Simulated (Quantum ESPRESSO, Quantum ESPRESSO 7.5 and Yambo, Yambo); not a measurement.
**A GW chain in Yambo: SnSe2 (1T monolayer)**

Aim: the G0W0 gap of SnSe2 (1T monolayer) on PBE, step by step.

Program: Quantum ESPRESSO 7.5 and Yambo 5.3.0. Level of theory: PBE and many-body steps on it, plane waves. Results are calculated unless marked as measured.

### Step 1. The starting structure

The cell holds 3 atoms: 1 Sn and 2 Se. Cell: a = 3.873 Å, b = 3.873 Å, c = 15.000 Å, α = 90.0°, β = 90.0°, γ = 120.0°. Vacuum lies along c.

The structure was relaxed with PBE. The runs that relaxed it are not among those shown.

### Step 2. Ground state

This step: Quantum ESPRESSO 7.5; DFT, PBE, plane waves, norm-conserving pseudopotentials.

The ground-state density comes first.

pw.in

```
&control
  calculation = 'scf'
  prefix = 'x'
  outdir = 'o'
  pseudo_dir = 'pseudo'
/
&system
  ibrav = 0
  nat = 3
  ntyp = 2
  ecutwfc = 104.0
  nbnd = 40
  force_symmorphic = .true.
/
&electrons
  conv_thr = 1e-10
  electron_maxstep = 80
  mixing_beta = 0.5
/
ATOMIC_SPECIES
  Sn 118.71 Sn.upf
  Se 78.971 Se.upf
CELL_PARAMETERS angstrom
  3.8732937303 -0.0000000001 0.0000000000
  -1.9366468651 3.3543707668 0.0000000000
  0.0000000000 0.0000000000 15.0000000000
ATOMIC_POSITIONS crystal
  Sn 0.0000000000 0.0000000000 0.5000000000
  Se 0.3333333333 0.6666666667 0.6063661892
  Se 0.6666666667 0.3333333333 0.3936338108
K_POINTS automatic
  9 9 1 0 0 0
```

Run with:

```console
$ OMP_NUM_THREADS=1 mpirun -n 8 pw.x -nk 8 -in pw.in > pw.out
```

The program printed:

```text
Program PWSCF v.7.5 starts

     This program is part of the open-source Quantum ESPRESSO suite
     for quantum simulation of materials; please cite
         "P. Giannozzi et al., J. Phys.:Condens. Matter 21 395502 (2009);
         "P. Giannozzi et al., J. Phys.:Condens. Matter 29 465901 (2017);
         "P. Giannozzi et al., J. Chem. Phys. 152 154105 (2020);
     in publications or presentations arising from this work. More details at
     Message from routine setup:
     using ibrav=0 with symmetry is DISCOURAGED, use correct ibrav instead

     G-vector sticks info

     bravais-lattice index     =            0
     lattice parameter (alat)  =       7.3195  a.u.
     unit-cell volume          =    1315.1623 (a.u.)^3
     number of atoms/cell      =            3
     number of atomic types    =            2
     number of electrons       =        70.00
     number of Kohn-Sham states=           40
     kinetic-energy cutoff     =     104.0000  Ry
     charge density cutoff     =     416.0000  Ry
     scf convergence threshold =      1.0E-10
     mixing beta               =       0.5000
     number of iterations used =            8  plain     mixing
     Exchange-correlation= PBE
                           (   1   4   3   4   0   0   0)

     celldm(1)=   7.319464  celldm(2)=   0.000000  celldm(3)=   0.000000
     celldm(4)=   0.000000  celldm(5)=   0.000000  celldm(6)=   0.000000

     crystal axes: (cart. coord. in units of alat)
               a(1) = (   1.000000  -0.000000   0.000000 )
               a(2) = (  -0.500000   0.866025   0.000000 )
               a(3) = (   0.000000   0.000000   3.872673 )

     reciprocal axes: (cart. coord. in units 2 pi/alat)
               b(1) = (  1.000000  0.577350 -0.000000 )
               b(2) = (  0.000000  1.154701 -0.000000 )
               b(3) = ( -0.000000 -0.000000  0.258220 )
     Pseudo is Norm-conserving + core correction, Zval = 22.0
     Generated using ONCVPSP code by D. R. Hamann
     Using radial grid of 1628 points,  6 beta functions with:
     Pseudo is Norm-conserving + core correction, Zval = 24.0
     Generated using ONCVPSP code by D. R. Hamann
     Using radial grid of 1214 points,  6 beta functions with:
     Sn               22.00   118.71000     Sn( 1.00)
     Se               24.00    78.97100     Se( 1.00)

     12 Sym. Ops., with inversion, found

   Cartesian axes

     site n.     atom                  positions (alat units)
         1        Sn     tau(   1) = (   0.0000000   0.0000000   1.9363365  )
         2        Se     tau(   2) = (  -0.0000000   0.5773503   2.3482580  )
         3        Se     tau(   3) = (   0.5000000   0.2886751   1.5244150  )

     number of k points=    12
                       cart. coord. in units 2pi/alat
        k(    1) = (   0.0000000   0.0000000   0.0000000), wk =   0.0246914
        k(    2) = (   0.0000000   0.1283001   0.0000000), wk =   0.1481481
        k(    3) = (   0.0000000   0.2566001   0.0000000), wk =   0.1481481
        k(    4) = (   0.0000000   0.3849002   0.0000000), wk =   0.1481481
        k(    5) = (   0.0000000   0.5132002   0.0000000), wk =   0.1481481
        k(    6) = (   0.1111111   0.1924501   0.0000000), wk =   0.1481481
        k(    7) = (   0.1111111   0.3207501   0.0000000), wk =   0.2962963
        k(    8) = (   0.1111111   0.4490502   0.0000000), wk =   0.2962963
        k(    9) = (   0.1111111   0.5773503   0.0000000), wk =   0.1481481
        k(   10) = (   0.2222222   0.3849002   0.0000000), wk =   0.1481481
        k(   11) = (   0.2222222   0.5132002   0.0000000), wk =   0.2962963
        k(   12) = (   0.3333333   0.5773503   0.0000000), wk =   0.0493827

     Dense  grid:   188435 G-vectors     FFT dimensions: (  48,  48, 192)

     Initial potential from superposition of free atoms

     starting charge      69.9983, renormalised to      70.0000
     Starting wfcs are   39 randomized atomic wfcs +    1 random wfcs

     per-process dynamical memory:   142.4 Mb

     Self-consistent Calculation

     iteration #  1     ecut=   104.00 Ry     beta= 0.50

     Threshold (ethr) on eigenvalues was too large:
     Diagonalizing with lowered threshold

     total energy              =   -1796.24800477 Ry
     estimated scf accuracy    <       0.07871067 Ry

     iteration #  2     ecut=   104.00 Ry     beta= 0.50

     total energy              =   -1796.26171210 Ry
     estimated scf accuracy    <       0.02247692 Ry

     iteration #  3     ecut=   104.00 Ry     beta= 0.50

     total energy              =   -1796.26649281 Ry
     estimated scf accuracy    <       0.00350714 Ry

     iteration #  4     ecut=   104.00 Ry     beta= 0.50

     total energy              =   -1796.26697294 Ry
     estimated scf accuracy    <       0.00029132 Ry

     iteration #  5     ecut=   104.00 Ry     beta= 0.50

     total energy              =   -1796.26698761 Ry
     estimated scf accuracy    <       0.00000983 Ry

     iteration #  6     ecut=   104.00 Ry     beta= 0.50

     total energy              =   -1796.26698910 Ry
     estimated scf accuracy    <       0.00000051 Ry

     iteration #  7     ecut=   104.00 Ry     beta= 0.50

     total energy              =   -1796.26698923 Ry
     estimated scf accuracy    <       0.00000004 Ry

     iteration #  8     ecut=   104.00 Ry     beta= 0.50

     total energy              =   -1796.26698923 Ry
     estimated scf accuracy    <          2.1E-09 Ry

     iteration #  9     ecut=   104.00 Ry     beta= 0.50

     total energy              =   -1796.26698923 Ry
     estimated scf accuracy    <          5.3E-10 Ry

     iteration # 10     ecut=   104.00 Ry     beta= 0.50

     total energy              =   -1796.26698923 Ry
     estimated scf accuracy    <          1.4E-10 Ry

     iteration # 11     ecut=   104.00 Ry     beta= 0.50

     End of self-consistent calculation

          k = 0.0000 0.0000 0.0000 ( 23571 PWs)   bands (ev):

  -206.8599-206.8599-146.3526-146.3526-146.3526-146.3526-146.3115-146.3115
  -129.0131 -84.7911 -84.7911 -84.7816 -46.5343 -46.5343 -46.5343 -46.5343
   -46.4965 -46.4965 -46.4963 -46.4963 -46.4839 -46.4838 -20.9839 -20.9839
   -20.9542 -20.9443 -20.9443 -13.1677 -11.9089  -5.3988  -0.8823  -0.3200
    -0.3200   0.0535   0.0535   1.6251   3.1878   4.7041   4.7041   5.2910

          k = 0.0000 0.1283 0.0000 ( 23531 PWs)   bands (ev):

  -206.8599-206.8599-146.3526-146.3526-146.3526-146.3526-146.3115-146.3115
  -129.0131 -84.7912 -84.7911 -84.7816 -46.5343 -46.5343 -46.5343 -46.5342
   -46.4965 -46.4965 -46.4963 -46.4963 -46.4839 -46.4838 -20.9877 -20.9798
   -20.9515 -20.9471 -20.9442 -13.0565 -11.8342  -5.4373  -1.2664  -0.8352
    -0.6780  -0.5081   0.1378   2.1631   3.7936   4.5603   4.9682   5.5674

          k = 0.0000 0.2566 0.0000 ( 23533 PWs)   bands (ev):

  -206.8599-206.8599-146.3526-146.3526-146.3526-146.3526-146.3115-146.3115
  -129.0131 -84.7912 -84.7912 -84.7816 -46.5343 -46.5343 -46.5341 -46.5341
   -46.4965 -46.4965 -46.4964 -46.4963 -46.4838 -46.4837 -20.9992 -20.9709
   -20.9543 -20.9426 -20.9426 -12.7394 -11.6431  -5.6534  -2.5639  -1.4735
    -1.2416  -0.6548   0.0820   2.0943   4.0977   5.4393   5.4808   6.0049

          k = 0.0000 0.3849 0.0000 ( 23518 PWs)   bands (ev):

     [... further k-points ...]

     highest occupied, lowest unoccupied level (ev):     0.1378    0.9800

!    total energy              =   -1796.26698924 Ry
     estimated scf accuracy    <          1.3E-12 Ry

     The total energy is the sum of the following terms:
     one-electron contribution =   -4386.02326726 Ry
     hartree contribution      =    2117.60029018 Ry
     xc contribution           =    -169.38631961 Ry
     ewald contribution        =     641.54230746 Ry

     convergence has been achieved in  11 iterations

     XML data file, charge density, pseudopotentials, collected wavefunctions

=------------------------------------------------------------------------------=
   JOB DONE.
=------------------------------------------------------------------------------=
```

Run time: 36 s. Hardware: 8 MPI ranks of Arm Neoverse V2, shared host; peak memory 1.8 GiB; 4.7 min of CPU time.

This step gave:

| Item | Value |
| --- | --- |
| total energy | -24439.4574 eV |
| gap | 0.8422 eV |
| k of the valence top | 0, 0.1111, 0 |
| k of the conduction bottom | 0, 0.4444, 0 |
| least direct gap | 1.140 eV |

The gap is indirect, with the least direct gap 0.30 eV higher.

### Step 3. Bands along the symmetry lines

The cheap functional maps the bands first; the places of the edges decide which points the dearer methods must see.

pw.in

```
&control
  calculation = 'bands'
  prefix = 'x'
  outdir = 'o'
  pseudo_dir = 'pseudo'
/
&system
  ibrav = 0
  nat = 3
  ntyp = 2
  ecutwfc = 104.0
  nbnd = 41
  force_symmorphic = .true.
/
&electrons
  conv_thr = 1e-9
  electron_maxstep = 80
  diago_full_acc = .true.
  diago_thr_init = 5e-6
/
ATOMIC_SPECIES
  Sn 118.71 Sn.upf
  Se 78.971 Se.upf
CELL_PARAMETERS angstrom
  3.8732937303 -0.0000000001 0.0000000000
  -1.9366468651 3.3543707668 0.0000000000
  0.0000000000 0.0000000000 15.0000000000
ATOMIC_POSITIONS crystal
  Sn 0.0000000000 0.0000000000 0.5000000000
  Se 0.3333333333 0.6666666667 0.6063661892
  Se 0.6666666667 0.3333333333 0.3936338108
K_POINTS crystal
  25
  0.00000000 0.00000000 0.00000000 1
  0.06250000 0.00000000 0.00000000 1
  0.12500000 0.00000000 0.00000000 1
  0.18750000 0.00000000 0.00000000 1
  0.25000000 0.00000000 0.00000000 1
  0.31250000 0.00000000 0.00000000 1
  0.37500000 0.00000000 0.00000000 1
  0.43750000 0.00000000 0.00000000 1
  0.50000000 0.00000000 0.00000000 1
  0.47916667 0.04166667 0.00000000 1
  0.45833333 0.08333333 0.00000000 1
  0.43750000 0.12500000 0.00000000 1
  0.41666666 0.16666666 0.00000000 1
  0.39583333 0.20833333 0.00000000 1
  0.37500000 0.25000000 0.00000000 1
  0.35416666 0.29166666 0.00000000 1
  0.33333333 0.33333333 0.00000000 1
  0.29166666 0.29166666 0.00000000 1
  0.25000000 0.25000000 0.00000000 1
  0.20833333 0.20833333 0.00000000 1
  0.16666666 0.16666666 0.00000000 1
  0.12500000 0.12500000 0.00000000 1
  0.08333333 0.08333333 0.00000000 1
  0.04166667 0.04166667 0.00000000 1
  0.00000000 0.00000000 0.00000000 1
```

The program printed:

```text
[banner, memory and clock lines left out]
Program PWSCF v.7.5 starts

     Atomic positions and unit cell read from directory:
     o/x.save/

     Message from routine setup:
     using ibrav=0 with symmetry is DISCOURAGED, use correct ibrav instead

     G-vector sticks info

     bravais-lattice index     =            0
     lattice parameter (alat)  =       7.3195  a.u.
     unit-cell volume          =    1315.1623 (a.u.)^3
     number of atoms/cell      =            3
     number of atomic types    =            2
     number of electrons       =        70.00
     number of Kohn-Sham states=           41
     kinetic-energy cutoff     =     104.0000  Ry
     charge density cutoff     =     416.0000  Ry
     Exchange-correlation= PBE
                           (   1   4   3   4   0   0   0)

     celldm(1)=   7.319464  celldm(2)=   0.000000  celldm(3)=   0.000000
     celldm(4)=   0.000000  celldm(5)=   0.000000  celldm(6)=   0.000000

     crystal axes: (cart. coord. in units of alat)
               a(1) = (   1.000000  -0.000000   0.000000 )
               a(2) = (  -0.500000   0.866025   0.000000 )
               a(3) = (   0.000000   0.000000   3.872673 )

     reciprocal axes: (cart. coord. in units 2 pi/alat)
               b(1) = (  1.000000  0.577350 -0.000000 )
               b(2) = (  0.000000  1.154701 -0.000000 )
               b(3) = ( -0.000000 -0.000000  0.258220 )
     Pseudo is Norm-conserving + core correction, Zval = 22.0
     Generated using ONCVPSP code by D. R. Hamann
     Using radial grid of 1628 points,  6 beta functions with:
     Pseudo is Norm-conserving + core correction, Zval = 24.0
     Generated using ONCVPSP code by D. R. Hamann
     Using radial grid of 1214 points,  6 beta functions with:
     Sn               22.00   118.71000     Sn( 1.00)
     Se               24.00    78.97100     Se( 1.00)

     12 Sym. Ops., with inversion, found

   Cartesian axes

     site n.     atom                  positions (alat units)
         1        Sn     tau(   1) = (   0.0000000   0.0000000   1.9363365  )
         2        Se     tau(   2) = (  -0.0000000   0.5773503   2.3482580  )
         3        Se     tau(   3) = (   0.5000000   0.2886751   1.5244150  )

     number of k points=    25
                       cart. coord. in units 2pi/alat
        k(    1) = (   0.0000000   0.0000000   0.0000000), wk =   0.0800000
        k(    2) = (   0.0625000   0.0360844   0.0000000), wk =   0.0800000
        k(    3) = (   0.1250000   0.0721688   0.0000000), wk =   0.0800000
[...]
[... 13 further rows ...]
        k(   24) = (   0.0416667   0.0721688   0.0000000), wk =   0.0800000
        k(   25) = (   0.0000000   0.0000000   0.0000000), wk =   0.0800000

     Dense  grid:   188435 G-vectors     FFT dimensions: (  48,  48, 192)

     The potential is recalculated from file :
     o/x.save/charge-density

     Starting wfcs are   39 randomized atomic wfcs +    2 random wfcs

     Band Structure Calculation

     End of band structure calculation

          k = 0.0000 0.0000 0.0000 ( 23571 PWs)   bands (ev):

  -206.8599-206.8599-146.3526-146.3526-146.3526-146.3526-146.3115-146.3115
  -129.0131 -84.7911 -84.7911 -84.7816 -46.5343 -46.5343 -46.5343 -46.5343
   -46.4965 -46.4965 -46.4963 -46.4963 -46.4839 -46.4838 -20.9839 -20.9839
   -20.9542 -20.9443 -20.9443 -13.1677 -11.9089  -5.3988  -0.8823  -0.3200
[...]
5.8994

          k = 0.0625 0.0361 0.0000 ( 23549 PWs)   bands (ev):

  -206.8599-206.8599-146.3526-146.3526-146.3526-146.3526-146.3115-146.3115
[...]
5.9273

          k = 0.1250 0.0722 0.0000 ( 23527 PWs)   bands (ev):

  -206.8599-206.8599-146.3526-146.3526-146.3526-146.3526-146.3115-146.3115
[...]
6.0101

[...]
k = 0.0417 0.0722 0.0000 ( 23551 PWs)   bands (ev):

  -206.8599-206.8599-146.3526-146.3526-146.3526-146.3526-146.3115-146.3115
[...]
5.9367

          k = 0.0000 0.0000 0.0000 ( 23571 PWs)   bands (ev):

  -206.8599-206.8599-146.3526-146.3526-146.3526-146.3526-146.3115-146.3115
[...]
-20.9542 -20.9443 -20.9443 -13.1677 -11.9089  -5.3988  -0.8823  -0.3200
    -0.3200   0.0535   0.0535   1.6252   3.1878   4.7041   4.7041   5.2910
     5.8994

     XML data file, pseudopotentials, collected wavefunctions
```

Elapsed: 12 s, on 8 MPI ranks; peak memory 1.6 GiB.

Numbers from this step:

```
gap                        : 0.7831 eV
k of the valence top       : 0.125, 0, 0
k of the conduction bottom : 0.5, 0, 0
least direct gap           : 1.098 eV
```

The gap is 0.783 eV, −0.059 eV from the run before at this level.

Electronic bands along the path, in eV, zero at the top of the highest filled band:

| point | band 32 | band 33 | band 34 | band 35 | band 36 | band 37 | band 38 | band 39 |
| --- | --- | --- | --- | --- | --- | --- | --- | --- |
| Γ | -0.46 | -0.46 | -0.09 | -0.09 | 1.48 | 3.05 | 4.56 | 4.56 |
| halfway | -1.79 | -1.51 | -0.76 | -0.09 | 1.79 | 4.04 | 5.43 | 5.45 |
| M | -2.19 | -2.14 | -0.65 | -0.31 | 0.78 | 4.09 | 5.43 | 5.72 |
| halfway | -2.95 | -2.44 | -0.81 | -0.62 | 1.52 | 5.08 | 5.25 | 5.72 |
| K | -3.50 | -3.12 | -0.78 | -0.78 | 1.80 | 5.27 | 5.27 | 6.52 |
| halfway | -2.67 | -1.39 | -0.86 | -0.43 | 2.11 | 4.64 | 5.00 | 5.55 |
| Γ | -0.46 | -0.46 | -0.09 | -0.09 | 1.48 | 3.05 | 4.56 | 4.56 |

[end of part 1 of 3]

[Paths, hosts, dates, memory and timing lines, banners, echoed tables and standing remarks are left out of the program output.]

[Logs are printed without paths, hosts, clocks, repeated set-up lines and the standing remarks that a program may print on its own settings, such as how far it seeks lower states.]

[Runs of the session that timed out or met a known fault of the program may be left out.]

[Hosts, paths, dates, database ids (printed as entryN), source tags and the programs' standing remarks are cut or masked in the printed files.]
